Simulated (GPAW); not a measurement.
# Calculated records

```xyz
4
Lattice="4.319 0.000 0.000 0.000 3.487 0.000 0.000 0.000 13.100" Properties=species:S:1:pos:R:3 subject="Quasiparticle gap of AsP (puckered monolayer) in GPAW" method="DFT, LDA, plane waves, PAW (and 1 further level or step)" program="GPAW 26.7.0" settings="cutoff 450 eV, GPAW PAW setups 1.2.1 data release, 6×8×1 k-mesh, nbands 218" cost="3 runs, 3.8 min in all on 8 MPI ranks of Arm Neoverse V1, shared host" notes="The structure was relaxed with LDA. Limits: no spin-orbit coupling." lda_gap="0.25 eV, indirect" g0w0_gap_on_the_mesh="0.79 eV" g0w0_gap_over_the_zone_rigid_shift="0.75 eV" gw_settings="6×8×1 mesh, 96 bands, screening to 36 eV, full frequency, Hilbert transform" known_limits="short of the basis limit; no spin-orbit coupling"
P     0.237    0.000    7.619
As    1.818    1.743    7.745
As    2.500    1.743    5.355
P     4.082    0.000    5.481
```

[Long decimals in the printed logs are rounded to 6 places.]

[Logs are printed without paths, hosts, clocks, repeated set-up lines and the standing remarks that a program may print on its own settings, such as how far it seeks lower states.]

[Paths, hosts, dates, memory and timing lines, banners, echoed tables and standing remarks are left out of the program output; an Ansatz launch command may be rebuilt from the run's recorded settings. Measured values are a selection of at most five: reports struck by readers or far from the other reports are left out. None is set beside runs whose start may be inverted or whose files or cutoffs have a known fault.]

[Runs of the session that timed out or met a known fault of the program may be left out.]

[Hosts, paths, dates, database ids (printed as entryN), source tags and the programs' standing remarks are cut or masked in the printed files.]

[Where the starting crystal was built by hand or by swapping elements, it need not be the compound's stable phase.]
